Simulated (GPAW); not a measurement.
**K3RbCl4 (ordered alloy, started on the rocksalt lattice) (Pm-3m): one start, several treatments of the self-energy**

Wanted: the gap of K3RbCl4 (ordered alloy, started on the rocksalt lattice) (Pm-3m) under several approximations, with cost.

Program: GPAW 26.7.0. Level of theory: LDA and many-body steps on it, plane waves. Results are calculated unless marked as measured.

This is a report of a sequence of runs, with most program output left out.

The structure was built from a prototype and need not be the compound's stable phase.

### Step 1. The starting structure

It takes space group Pm-3m (No. 221, cubic). The conventional cell has a = 6.167 Å, b = 6.167 Å, c = 6.167 Å, α = 90.00°, β = 90.00°, γ = 90.00°. Nearest to K lie 6 Cl at 3.08 Å. Nearest to Cl lie 2 Rb at 3.08 Å and 4 K at 3.08 Å. Nearest to Rb lie 6 Cl at 3.08 Å. Cl has 6 K at 3.08 Å nearest. Farther neighbours and most contacts between anions are not listed.

Structure file:

```xyz
8
Lattice="6.1673 0.0000 0.0000 0.0000 6.1673 0.0000 0.0000 0.0000 6.1673" Properties=species:S:1:pos:R:3 pbc="T T T"
K     3.0836    0.0000    0.0000
Cl    0.0000    3.0836    3.0836
K     0.0000    3.0836    0.0000
Cl    3.0836    0.0000    3.0836
K     0.0000    0.0000    3.0836
Cl    3.0836    3.0836    0.0000
Rb    3.0836    3.0836    3.0836
Cl    0.0000    0.0000    0.0000
```

The structure was relaxed with LDA. The structure type comes from a generator and need not be one that this composition takes. The runs that relaxed it are not among those shown.

### Step 2. Empty states on the mesh, 2×2×2 mesh, 391 bands

This step: GPAW 26.7.0; DFT, LDA, plane waves, PAW.

The sums over transitions need many empty states on a uniform mesh; this step solves for them.

Contents of run.py:

```python
import json
import numpy as np
from gpaw.mpi import world
from gpaw import GPAW

calc = GPAW('gs.gpw').fixed_density(kpts={'size': (2, 2, 2), 'gamma': True},
    parallel={'domain': 1, 'band': 1},
    txt='nscf.txt')
calc.diagonalize_full_hamiltonian(nbands=391)
calc.write('full.gpw', mode='all')
res = {}
kpts = calc.get_ibz_k_points()
res['kpts'] = kpts
res['eigenvalues'] = [calc.get_eigenvalues(kpt=k) for k in range(len(kpts))]
res['n_electrons'] = calc.get_number_of_electrons()

if world.rank == 0:
    with open('result.json', 'w') as f:
        json.dump(res, f, default=lambda x: x.tolist())
```

On the command line:

```
> mpirun -n 4 gpaw python run.py
```

Run time: 2 min. Hardware: 4 MPI ranks of Arm Neoverse V1, shared host; peak memory 7.2 GiB.

This step gave:

```
gap                                                           : 4.956 eV
k of the valence top                                          : 0, 0, 0
k of the conduction bottom                                    : 0, 0, 0
least direct gap                                              : 4.956 eV
k points computed                                             : 4
lowest point of the top converged band, above the valence top : 73.0766 eV
```

On this mesh the gap is 4.956 eV.

### Step 3. G0W0, Godby-Needs plasmon pole

Now the one-shot GW correction: screening in the RPA, then the self-energy of the levels asked for.

This step: G0W0 on LDA, plane waves, PAW.

Contents of run.py:

```python
import json
import numpy as np
from gpaw.mpi import world
from gpaw.response.g0w0 import G0W0

gw = G0W0('full.gpw',
    filename='gw',
    kpts=[0],
    bands=(30, 34),
    ecut=48,
    nbands=177,
    integrate_gamma='WS',
    ppa=True)
gw.calculate()
res = {mode: {k: v for k, v in r.items() if k != 'sigma_eskwn'}
       for mode, r in gw.all_results.items()}

if world.rank == 0:
    with open('result.json', 'w') as f:
        json.dump(res, f, default=lambda x: x.tolist())
```

On the command line:

```
> mpirun -n 4 gpaw python run.py
```

Elapsed: 19 s, on 4 MPI ranks; peak memory 1.6 GiB.

Numbers from this step:

- G0W0 gap on the points computed: 7.655 eV
- least direct G0W0 gap on the computed points: 7.655 eV
- Z at the valence top: 0.8210
- Z at the conduction bottom: 0.8756
- starting gap on the mesh: 4.956 eV
- k of the valence top: 0, 0, 0
- k of the conduction bottom: 0, 0, 0

The gap on the mesh goes from 4.96 eV to 7.66 eV, a correction of +2.70 eV.

### Step 4. One-shot HSE06

This step: one-shot HSE06 levels on LDA orbitals, plane waves, PAW.

Contents of run.py:

```python
import json
import numpy as np
from gpaw.mpi import world
from gpaw.hybrids.eigenvalues import non_self_consistent_eigenvalues

dft, vxc, vxc_hyb = non_self_consistent_eigenvalues('full.gpw', 'HSE06', 30, 34, kpt_indices=[0])
res = {'dft': dft[0], 'hybrid': (dft - vxc + vxc_hyb)[0]}
if world.rank == 0:
    with open('hybrid.txt', 'w') as f:
        for k, e0, e1 in zip([0], res['dft'], res['hybrid']):
            print(k, ' '.join(f'{x:9.4f}' for x in e0), '|', ' '.join(f'{x:9.4f}' for x in e1), file=f)

if world.rank == 0:
    with open('result.json', 'w') as f:
        json.dump(res, f, default=lambda x: x.tolist())
```

On the command line:

```
> mpirun -n 4 gpaw python run.py
```

Run time: 3.9 s. Hardware: 4 MPI ranks; peak memory 0.48 GiB; 15 s of CPU time.

This step gave:

- starting gap on the mesh: 4.956 eV
- hybrid gap on the mesh: 6.755 eV
- least direct hybrid gap on the computed points: 6.755 eV

### Step 5. G0W0, extrapolated in the cutoff

This step: G0W0 on LDA, plane waves, PAW.

Contents of run.py:

```python
import json
import numpy as np
from gpaw.mpi import world
from gpaw.response.g0w0 import G0W0

gw = G0W0('full.gpw',
    filename='gw',
    kpts=[0],
    bands=(30, 34),
    ecut=80.0,
    integrate_gamma='WS',
    ppa=True,
    ecut_extrapolation=True)
gw.calculate()
res = {mode: {k: v for k, v in r.items() if k != 'sigma_eskwn'}
       for mode, r in gw.all_results.items()}

if world.rank == 0:
    with open('result.json', 'w') as f:
        json.dump(res, f, default=lambda x: x.tolist())
```

On the command line:

```
> mpirun -n 4 gpaw python run.py
```

Wall time 79 s (4 MPI ranks); peak memory 2.8 GiB; 5.3 min of CPU time.

Numbers from this step:

| Quantity | Value |
| --- | --- |
| quasiparticle gap on the points computed | 7.982 eV |
| least direct quasiparticle gap on the computed points | 7.982 eV |
| Z at the valence top | 0.8113 |
| Z at the conduction bottom | 0.8702 |
| starting gap on the mesh | 4.956 eV |
| k of the valence top | 0, 0, 0 |
| k of the conduction bottom | 0, 0, 0 |
| gaps at the cutoffs of the extrapolation | 7.743, 7.762, 7.791 eV |

Against G0W0 in GPAW (2×2×2 mesh, 177 bands, screening to 48 eV, Godby-Needs plasmon pole), the gap moves by +0.327 eV.

### Step 6. One-shot Hartree-Fock

This step: one-shot Hartree-Fock levels on LDA orbitals, plane waves, PAW.

Contents of run.py:

```python
import json
import numpy as np
from gpaw.mpi import world
from gpaw.hybrids.eigenvalues import non_self_consistent_eigenvalues

dft, vxc, vxc_hyb = non_self_consistent_eigenvalues('full.gpw', 'EXX', 30, 34, kpt_indices=[0])
res = {'dft': dft[0], 'hybrid': (dft - vxc + vxc_hyb)[0]}
if world.rank == 0:
    with open('hybrid.txt', 'w') as f:
        for k, e0, e1 in zip([0], res['dft'], res['hybrid']):
            print(k, ' '.join(f'{x:9.4f}' for x in e0), '|', ' '.join(f'{x:9.4f}' for x in e1), file=f)

if world.rank == 0:
    with open('result.json', 'w') as f:
        json.dump(res, f, default=lambda x: x.tolist())
```

On the command line:

```
> mpirun -n 4 gpaw python run.py
```

Elapsed: 3.2 s, on 4 MPI ranks; peak memory 0.49 GiB.

Numbers from this step:

| Item | Value |
| --- | --- |
| starting gap on the mesh | 4.956 eV |
| hybrid gap on the mesh | 13.68 eV |
| least direct hybrid gap on the computed points | 13.68 eV |

### Step 7. G0W0, full frequency, Hilbert transform

This step: G0W0 on LDA, plane waves, PAW.

Contents of run.py:

```python
import json
import numpy as np
from gpaw.mpi import world
from gpaw.response.g0w0 import G0W0

gw = G0W0('full.gpw',
    filename='gw',
    kpts=[0],
    bands=(30, 34),
    ecut=48,
    nbands=177,
    integrate_gamma='WS',
    frequencies={'type': 'nonlinear', 'domega0': 0.1, 'omega2': 15.0},
    eta=0.1,
    nblocksmax=True)
gw.calculate()
res = {mode: {k: v for k, v in r.items() if k != 'sigma_eskwn'}
       for mode, r in gw.all_results.items()}

if world.rank == 0:
    with open('result.json', 'w') as f:
        json.dump(res, f, default=lambda x: x.tolist())
```

On the command line:

```
> mpirun -n 4 gpaw python run.py
```

The job ended after 55 s (4 MPI ranks; peak memory 1.9 GiB).

Numbers from this step:

| Quantity | Value |
| --- | --- |
| G0W0 gap on the points computed | 7.653 eV |
| least direct G0W0 gap on the computed points | 7.653 eV |
| starting gap on the mesh | 4.956 eV |
| k of the valence top | 0, 0, 0 |
| k of the conduction bottom | 0, 0, 0 |

Against G0W0 in GPAW (2×2×2 mesh, 177 bands, screening to 48 eV, Godby-Needs plasmon pole), the gap moves by −0.002 eV.

### Step 8. The runs together

Times are wall times on 4 MPI ranks of Arm Neoverse V1, shared host, good to a factor of about two.

```
                                    run   mesh  bands  screening cutoff (eV)  DFT gap (eV)  gap on the mesh (eV)  direct (eV)   time
         G0W0, Godby-Needs plasmon pole  2×2×2    177                     48         4.956                 7.655        7.655   19 s
                         one-shot HSE06  2×2×2      -                      -         4.956                 6.755        6.755  3.9 s
       G0W0, extrapolated in the cutoff  2×2×2      -                     80         4.956                 7.982        7.982   79 s
                  one-shot Hartree-Fock  2×2×2      -                      -         4.956                13.685       13.685  3.2 s
G0W0, full frequency, Hilbert transform  2×2×2    177                     48         4.956                 7.653        7.653   55 s
```

### Step 9. What came out

```json
{"G0W0, Godby-Needs plasmon pole": "7.655 eV", "one-shot HSE06": "6.755 eV", "G0W0, extrapolated in the cutoff": "7.982 eV", "one-shot Hartree-Fock": "13.685 eV", "G0W0, full frequency, Hilbert transform": "7.653 eV", "known limits": "not at the basis limit; no spin-orbit coupling; coarse k mesh"}
```

**Reading.** One-shot HSE06: −0.901 eV against G0W0, Godby-Needs plasmon pole. G0W0, extrapolated in the cutoff: +0.327 eV against G0W0, Godby-Needs plasmon pole, at other bands or cutoff, so not like for like. One-shot Hartree-Fock: +6.029 eV against G0W0, Godby-Needs plasmon pole. G0W0, full frequency, Hilbert transform: −0.002 eV against G0W0, Godby-Needs plasmon pole. Bare exchange alone opens the gap to 13.68 eV; against G0W0, correlation takes back 6.03 eV. One-shot hybrid levels are evaluated on the LDA orbitals. Bands and cutoff are finite, so the gap is not at the basis limit. The miss can reach some tenths of an eV and take either sign; the mesh is an error of its own. These stock PAW sets were not made for GW. In the G0W0 runs levels were corrected at 1 k point alone, so a gap called «on the mesh» is the least over those, and an edge elsewhere would be missed. The 2×2×2 mesh is coarse for this cell, which bears on the long-range parts of exchange and screening. The many-body steps are scalar-relativistic: spin-orbit coupling is not in them.

[Paths, hosts, dates, memory and timing lines, banners, echoed tables and standing remarks are left out of the program output.]

[Logs are printed without paths, hosts, clocks, repeated set-up lines and the standing remarks that a program may print on its own settings, such as how far it seeks lower states.]

[Runs of the session that timed out or met a known fault of the program may be left out.]

[Hosts, paths, dates, database ids (printed as entryN), source tags and the programs' standing remarks are cut or masked in the printed files.]
